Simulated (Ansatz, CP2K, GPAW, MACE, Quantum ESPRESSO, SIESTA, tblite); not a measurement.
## Amorphous Si (76 atoms): one structure in several programs

How near do other programs and methods come to a plane-wave reference for amorphous Si (76 atoms)? A plane-wave run serves as the reference.

Program: Quantum ESPRESSO 7.5. Level of theory: Kohn-Sham DFT, PBE, SSSP efficiency 1.3.0 pseudopotentials, plane waves. Results are calculated unless marked as measured.

## Step 1: The starting structure

The cell holds 76 atoms: 76 Si. Its edges and angles: a = 11.521 Å, b = 11.521 Å, c = 11.521 Å, α = 90.0°, β = 90.0°, γ = 90.0°. 76 atoms (76 Si) placed at random at 2.32 g/cm³, melted at 3500 K for 10 ps at fixed volume with the Tersoff potential (Tersoff, Phys. Rev. B 39, 5566 (1989)). Quenched from 3100 K to 500 K at 10 K/ps and fixed volume, annealed at 900 K for 50 ps, held 5 ps. Then every atom was moved at random, 0.05 Å r.m.s. a Cartesian component.

## Step 2: Plane-wave reference

Contents of pw.in:

```
&control
  calculation = 'scf'
  pseudo_dir = './pseudo'
  outdir = './tmp'
  disk_io = 'none'
  tprnfor = .true.
  tstress = .true.
/
&system
  ibrav = 0
  nat = 76
  ntyp = 1
  ecutwfc = 45
  ecutrho = 360
  nosym = .true.
  occupations = 'smearing'
  smearing = 'fd'
  degauss = 0.003675
/
&electrons
  conv_thr = 3.8e-07
  electron_maxstep = 100
  mixing_beta = 0.2
  mixing_mode = 'local-TF'
  diagonalization = 'david'
/
ATOMIC_SPECIES
Si 28.085 Si.upf
CELL_PARAMETERS angstrom
11.52060 0.00000 0.00000
0.00000 11.52060 0.00000
0.00000 0.00000 11.52060
ATOMIC_POSITIONS crystal
Si 0.95701 0.28468 0.06126
Si 0.64647 0.35974 0.10614
Si 0.06832 0.06670 0.21606
Si 0.29154 0.29325 0.07318
Si 0.89395 0.31908 0.57108
Si 0.69630 0.04936 0.04485
Si 0.69014 0.29873 0.57404
Si 0.49667 0.78593 0.74783
Si 0.20752 0.58920 0.29692
Si 0.21545 0.80556 0.58602
Si 0.86617 0.62222 0.46359
Si 0.82037 0.62499 0.80548
[... 60 atom lines left out ...]
Si 0.01614 0.13989 0.52414
Si 0.20650 0.13338 0.58376
Si 0.67665 0.80963 0.62567
Si 0.74718 0.62255 0.31320
K_POINTS gamma
```

The run is started by

```
$ OMP_NUM_THREADS=1 mpirun -np 4 pw.x -in pw.in > output.txt
```

What it wrote:

```text
Program PWSCF
     gamma-point specific algorithms are used
     one sub-group per band group will be used
     scalapack distributed-memory algorithm (size of sub-group:  2*  2 procs)
     Parallelization info
     sticks:   dense  smooth     PW     G-vecs:    dense   smooth      PW
     Min        3386    1696    422               297429   105168   13126
     Max        3395    1697    424               297430   105172   13132
     Sum       13557    6785   1693              1189719   420677   52515
     bravais-lattice index     =            0
     lattice parameter (alat)  =      21.7708  a.u.
     unit-cell volume          =   10318.6266 (a.u.)^3
     number of atoms/cell      =           76
     number of atomic types    =            1
[... lines left out ...]
     scf convergence threshold =      3.8E-07
[... lines left out ...]
     number of k points=     1  Fermi-Dirac smearing, width (Ry)=  0.0037
[... lines left out ...]
     total energy              =    -866.09369445 Ry
[... lines left out ...]
     total energy              =    -865.59994083 Ry
[... lines left out ...]
     total energy              =    -865.77723493 Ry
[... lines left out ...]
     c_bands:  1 eigenvalues not converged
[... lines left out ...]
     total energy              =    -865.79944629 Ry
[... lines left out ...]
     total energy              =    -865.79944625 Ry
[... lines left out ...]
    -6.0430  -5.3152  -5.2124  -5.1546  -5.0350  -4.9680  -4.8238  -4.5086
    -4.4393  -4.2821  -4.2338  -4.1872  -4.1522  -4.0630  -4.0535  -3.8854
    -3.8461  -3.7957  -3.5985  -3.5052  -3.3182  -3.2581  -3.1816  -3.1266
[...]
7.0457   7.0545   7.2051   7.3057   7.3600   7.4367   7.4799   7.5379
     7.5708   7.6468   7.7150   7.7781   7.8241   7.8798   7.9269   7.9478
     8.0163   8.0262   8.1030   8.1433   8.2012   8.2726
     the Fermi energy is     6.3456 ev
!    total energy              =    -865.79944629 Ry
     estimated scf accuracy    <       0.00000008 Ry
     smearing contrib. (-TS)   =      -0.01681212 Ry
     internal energy E=F+TS    =    -865.78263417 Ry
     The total energy is F=E-TS. E is the sum of the following terms:
     one-electron contribution =     174.22082974 Ry
     hartree contribution      =      52.07823945 Ry
     xc contribution           =    -465.67571475 Ry
     ewald contribution        =    -626.40598861 Ry
     convergence has been achieved in  16 iterations
     Forces acting on atoms (cartesian axes, Ry/au):
     atom    1 type  1   force =    -0.00900063   -0.00439854    0.00185143
     atom    2 type  1   force =    -0.02837252    0.09117280    0.02965525
     atom    3 type  1   force =    -0.02020474    0.00744697   -0.05769972
[...]
atom   75 type  1   force =    -0.00907153   -0.00492551    0.01344408
     atom   76 type  1   force =    -0.02082533    0.01446239   -0.10039396
     Total force =     0.551849     Total SCF correction =     0.000488
     Computing stress (Cartesian axis) and pressure
          total   stress  (Ry/bohr**3)                   (kbar)     P=        2.94
   0.00002127  -0.00004018   0.00008013            3.13       -5.91       11.79
  -0.00004018  -0.00000223   0.00009445           -5.91       -0.33       13.89
   0.00008013   0.00009445   0.00004082           11.79       13.89        6.01
     Message from routine punch:
     Nothing written, as per user request (disk_io='none')
```

Wall time 1.8 min (4 MPI ranks of Arm Neoverse V2, shared host); peak memory 4.6 GiB.

Banners, paths, timers and routine set-up lines are dropped from the logs unmarked, and long logs keep their key lines alone; longer cuts are marked.

Numbers from this run:

```
r.m.s. force component : 0.9397 eV/Å
longest force          : 4.074 eV/Å
pressure               : 0.2937 GPa
```

## Step 3: Structure statistics

Pair distribution function in bins of 0.2 Å:

| r (Å) | total |
| --- | --- |
| 2.00 | 0.05 |
| 2.20 | 1.00 |
| 2.40 | 3.36 |
| 2.60 | 1.28 |
| 2.80 | 0.11 |
| 3.00 | 0.16 |
| 3.20 | 0.47 |
| 3.40 | 0.73 |
| 3.60 | 1.21 |
| 3.80 | 1.73 |
| 4.00 | 1.76 |
| 4.20 | 1.29 |
| 4.40 | 1.01 |
| 4.60 | 0.82 |
| 4.80 | 0.83 |
| 5.00 | 0.72 |
| 5.20 | 0.76 |
| 5.40 | 0.84 |
| 5.60 | 1.02 |

Bonds by pair of elements; cutoffs follow the first minimum of g(r), held within bounds set by covalent radii, and pairs that aren't listed don't count as bonded:

| pair A-B | cutoff (Å) | bonds | mean length (Å) | spread (Å) | shortest (Å) | B about A | A about B |
| --- | --- | --- | --- | --- | --- | --- | --- |
| Si-Si | 2.88 | 161 | 2.43 | 0.124 | 2.09 | 4.24 | 4.24 |

How many atoms have how many bonded neighbours:

| element | mean | 3 | 4 | 5 |
| --- | --- | --- | --- | --- |
| Si | 4.24 | 1 | 56 | 19 |

Rings of the network by King's shortest-path rule, up to 12 atoms, one path for each pair of neighbours; H, halogens, alkali and alkaline-earth atoms are left out, and the last column divides by all other atoms, bonded or not:

| ring size (atoms) | rings | per network atom |
| --- | --- | --- |
| 3 | 3 | 0.039 |
| 4 | 11 | 0.145 |
| 5 | 52 | 0.684 |
| 6 | 72 | 0.947 |
| 7 | 35 | 0.461 |
| 8 | 4 | 0.053 |

## Step 4: What was run beside it

The programs:
- CP2K 2026.2: Gaussian basis with GTH pseudopotentials and a plane-wave density; labels give functional, basis (MOLOPT sets; SR short-range, UZH the newer set with its own potentials), grid cutoff/relative cutoff and solver (OT: orbital transformation; TRS4, TC2, SIGN: linear-scaling purification with its sparsity filter), or its built-in tight binding.
- GPAW 26.7.0: PAW with atomic orbitals (LCAO), plane waves or a real-space grid of spacing h.
- MACE: machine-learned potential, published weights.
- Quantum ESPRESSO 7.5: plane waves; labels (QE) give functional, pseudopotential set and cutoffs of waves/density.
- SIESTA 5.4.2: numerical atomic orbitals, whose automatically made sets are far from complete, with PseudoDojo norm-conserving potentials that we converted to its format (checked against plane waves on the same files for H, C, O, Si, Ge and Ca alone); labels give functional, basis size, energy shift and mesh cutoff.
- tblite 0.8.0: extended tight binding, driven from Python.

All use the same cell and atoms; the electronic-structure runs use the same k-mesh, and an electronic temperature of 580 K (0.05 eV) where levels are smeared.

Differences are against the plane-wave reference, forces as r.m.s. over components; share is that over the reference's r.m.s. force, slope the least-squares factor from reference forces to these. Total energies of different programs have different zeros and aren't compared.

| run | Δ force, r.m.s. (meV/Å) | share (%) | slope | Δ pressure (GPa) | cores | CPU time | memory (GiB) |
| --- | --- | --- | --- | --- | --- | --- | --- |
| reference | - | - | - | - | 4 | 7.2 min | 4.6 |
| CP2K BLYP, DZVP-MOLOPT-SR, 350/50 Ry, diagonalisation | 118 | 12.6 | 0.997 | 2.93 | 2 | 2.9 min | 1.9 |
| CP2K GFN1-xTB, diagonalisation | 286 | 30.4 | 1.162 | 7.05 | 1 | 31 s | 0.28 |
| CP2K PBE+D3(BJ), DZVP-MOLOPT-SR, 350/50 Ry, diagonalisation | 71.6 | 7.62 | 0.979 | -2.00 | 2 | 2.9 min | 1.9 |
| CP2K PBE, DZVP-MOLOPT-SR, 244/50 Ry, diagonalisation (coarse) | 25 | 2.66 | 1.010 | -0.150 | 2 | 2.8 min | 1.4 |
| CP2K PBE, DZVP-MOLOPT-SR, 350/30 Ry, diagonalisation (coarse) | 25.0 | 2.66 | 1.010 | -0.148 | 2 | 2.3 min | 1.9 |
| CP2K PBE, DZVP-MOLOPT-SR, 350/50 Ry, diagonalisation | 25.0 | 2.66 | 1.010 | -0.150 | 2 | 2.9 min | 1.9 |
| CP2K PBE, DZVP-MOLOPT-SR, 489/50 Ry, diagonalisation | 25.0 | 2.66 | 1.010 | -0.150 | 2 | 3.4 min | 2.9 |
| CP2K PBE, SZV-MOLOPT-SR, 350/50 Ry, diagonalisation (coarse) | 481 | 51.2 | 1.319 | 8.18 | 1 | 1.8 min | 1.7 |
| CP2K PBE, TZV2P-MOLOPT, 350/50 Ry, diagonalisation | 21.2 | 2.25 | 0.997 | -0.309 | 4 | 7.9 min | 3.2 |
| CP2K PBE, TZVP-UZH, 350/50 Ry, diagonalisation | 25.0 | 2.66 | 1.001 | -0.123 | 4 | 6 min | 3.2 |
| CP2K TPSS, PBE potentials, DZVP-MOLOPT-SR, 350/50 Ry, diagonalisation | 52.8 | 5.62 | 1.012 | -0.167 | 2 | 8.9 min | 1.9 |
| GPAW PBE, LCAO dzp, h 0.16 Å | 50.0 | 5.33 | 1.043 | - | 1 | 7.7 min | 3.0 |
| GPAW PBE, LCAO dzp, h 0.2 Å | 50.0 | 5.32 | 1.043 | - | 1 | 4 min | 1.5 |
| GPAW PBE, LCAO dzp, h 0.2 Å, other mixer settings | 49.7 | 5.29 | 1.043 | - | 1 | 5.7 min | 1.4 |
| GPAW PBE, LCAO szp(dzp), h 0.2 Å (coarse) | 147 | 15.7 | 1.110 | - | 1 | 3.2 min | 1.5 |
| MACE MP-0b2 small potential | 424 | 45.2 | 0.572 | 0.177 | 1 | 5.4 s | 0.67 |
| MACE MP-0b3 medium potential | 349 | 37.1 | 0.667 | -0.350 | 1 | 6.6 s | 0.91 |
| MACE MPA-0 medium potential | 225 | 23.9 | 0.845 | -0.367 | 1 | 6.8 s | 0.87 |
| QE PBE, gbrv-1.5, 40/200 Ry | 4.72 | 0.502 | 0.996 | -0.0687 | 2 | 4.1 min | 2.2 |
| QE PBE, sssp-1.3.0-efficiency, 35/280 Ry (coarse) | 0.917 | 0.0976 | 1.000 | 0.008 | 2 | 5.2 min | 3.2 |
| SIESTA PBE, DZP, shift 0.01 Ry, mesh 300 Ry | 50.9 | 5.42 | 1.046 | 0.568 | 2 | 6 min | 1.8 |
| SIESTA PBE, SZ, shift 0.01 Ry, mesh 300 Ry (coarse) | 517 | 55.0 | 1.438 | 11.2 | 1 | 84 s | 0.74 |
| SIESTA PBE, SZP, shift 0.01 Ry, mesh 300 Ry (coarse) | 283 | 30.1 | 1.213 | 5.43 | 1 | 4.1 min | 1.3 |
| SIESTA PBE, TZP, shift 0.01 Ry, mesh 300 Ry | 54.9 | 5.84 | 1.046 | 0.669 | 2 | 7.7 min | 2.1 |
| SIESTA vdW-DF2, PBE potentials, DZP, shift 0.01 Ry, mesh 300 Ry | 126 | 13.5 | 1.055 | 5.75 | 2 | 16 min | 2.5 |
| tblite IPEA1-xTB | 296 | 31.5 | 1.177 | 1.92 | 1 | 4 s | 0.15 |

Rows marked coarse were listed beforehand as settings not expected to be converged; some can still land near the reference.

Times of the machine-learned potentials are mostly Python's start and the loading of weights.

CPU time is summed over cores on a shared host, where runs went side by side, so it is rough. Symmetry, cutoffs, thresholds, outputs and thread counts weren't matched or tuned between programs; memory under MPI is the largest rank's times the ranks.

Left out of this page: QE PBE, sssp-1.3.0-efficiency, 45/360 Ry (killed or ended with an error).

Runs without a result: tblite GFN2-xTB (not converged).

Within one program, basis, potentials and functional, energies share a zero. Each run against its twin at the usual cutoff or grid and solver:

| run | twin | Δ energy (meV/atom) | Δ force, r.m.s. (meV/Å) | CPU time over the twin's |
| --- | --- | --- | --- | --- |
| CP2K PBE, DZVP-MOLOPT-SR, 244/50 Ry, diagonalisation | DZVP-MOLOPT-SR, 350/50 Ry, diagonalisation | -9.0e-4 | 0.046 | 0.95 |
| CP2K PBE, DZVP-MOLOPT-SR, 350/30 Ry, diagonalisation | DZVP-MOLOPT-SR, 350/50 Ry, diagonalisation | -0.0333 | 0.265 | 0.81 |
| CP2K PBE, DZVP-MOLOPT-SR, 489/50 Ry, diagonalisation | DZVP-MOLOPT-SR, 350/50 Ry, diagonalisation | -0.0012 | 0.045 | 1.2 |
| GPAW PBE, LCAO dzp, h 0.16 Å | LCAO dzp, h 0.2 Å | -2.27 | 1.86 | 1.9 |
| GPAW PBE, LCAO dzp, h 0.2 Å, other mixer settings | LCAO dzp, h 0.2 Å | 0 | 1.19 | 1.4 |
| QE PBE, sssp-1.3.0-efficiency, 35/280 Ry | sssp-1.3.0-efficiency, 45/360 Ry | 0.652 | 0.917 | 0.72 (this twin ran on 4 cores) |

## Step 5: Outcome

```
reference r.m.s. force component                       : 0.940 eV/Å
nearest in forces                                      : QE PBE, sssp-1.3.0-efficiency, 35/280 Ry (coarse), 0.098 %
farthest in forces                                     : SIESTA PBE, SZ, shift 0.01 Ry, mesh 300 Ry (coarse), 55 %
cheapest electronic-structure run beside the reference : tblite IPEA1-xTB, 4 s of CPU time
```

**Reading.** PBE on plane waves or a grid with other potentials, cutoffs or grids, coarse settings apart, differs from the reference by 0.50 % (QE PBE, gbrv-1.5, 40/200 Ry) of the r.m.s. force; this holds the reference's own error, so differences of a few per cent don't tell which side is nearer the exact PBE result. The PBE runs in local orbitals, coarse settings apart, differ by 2.3 % (CP2K PBE, TZV2P-MOLOPT, 350/50 Ry, diagonalisation) to 5.8 % (SIESTA PBE, TZP, shift 0.01 Ry, mesh 300 Ry); basis, grid and potentials can all enter. Tight binding differs by 30 % (CP2K GFN1-xTB, diagonalisation) to 32 % (tblite IPEA1-xTB); it is another model, with fitted parameters of its own, and the xTB methods hold dispersion. Machine-learned potentials differ by 24 % (MACE MPA-0 medium potential) to 45 % (MACE MP-0b2 small potential); they were trained on other programs' data. Among those trained on PBE data the slope goes as low as 0.57, which softening far from their training structures can give, though the reference's k-sampling is untested too. Rows with another functional or a dispersion term differ by 5.6 % (CP2K TPSS, PBE potentials, DZVP-MOLOPT-SR, 350/50 Ry, diagonalisation) to 13 % (SIESTA vdW-DF2, PBE potentials, DZP, shift 0.01 Ry, mesh 300 Ry), which mixes the change of model with differences of basis and potentials, some of them made for another functional. IPEA1-xTB was fitted to ionisation energies and electron affinities, not to forces or charges. CP2K GFN1-xTB, diagonalisation needed 161 SCF steps, so its time overstates the method's usual cost. Runs with settings chosen to be coarse differ by 0.098 % (QE PBE, sssp-1.3.0-efficiency, 35/280 Ry) to 55 % (SIESTA PBE, SZ, shift 0.01 Ry, mesh 300 Ry), their programs' other errors included. Of the electronic-structure runs that take under half the reference's CPU time, CP2K PBE, DZVP-MOLOPT-SR, 244/50 Ry, diagonalisation is among the nearest, at 2.7 % in 2.8 min against 7.2 min. SIESTA PBE, SZ, shift 0.01 Ry, mesh 300 Ry stiffens the forces by a factor of 1.44 while following their directions (correlation 0.974); the slopes of the 5 SIESTA runs lie between 1.05 and 1.44. In pressure, SIESTA PBE, SZ, shift 0.01 Ry, mesh 300 Ry misses by +11.2 GPa, at the same functional. In the reference: levels near the Fermi energy are neither full nor empty under the smearing, so no gap is quoted. In the reference: the first maximum of g(r) stands at about 2.4 Å. Periodic xTB results under one method name differ between programs and library versions. The reference's pressure holds the uncorrected Pulay stress of its 45 Ry basis, so small pressure differences, and their order, may be the reference's own error. Machine-learned potentials mimic data converged in k, so the reference's own k-point error enters their differences. The quench rate of 10 K/ps is many orders above laboratory rates, so the cell is likely richer in defects and strain than a real sample. The network of bonds at the start is that of the classical potential that made the cell, and needn't be the one that DFT or experiment would give. The electronic-structure runs sample only Γ, in a cell whose shortest periodic width is 12 Å, which is coarse for a cell with partly filled levels.

[Also dropped from logs without a mark: logging warnings of Python, and SIESTA's first energy breakdown and zero terms.]

[Logs are printed without paths, hosts, clocks, repeated set-up lines and the standing remarks that a program may print on its own settings, such as how far it seeks lower states.]

[Hosts, paths, dates, database ids (printed as entryN), source tags and the programs' standing remarks are cut or masked in the printed files.]
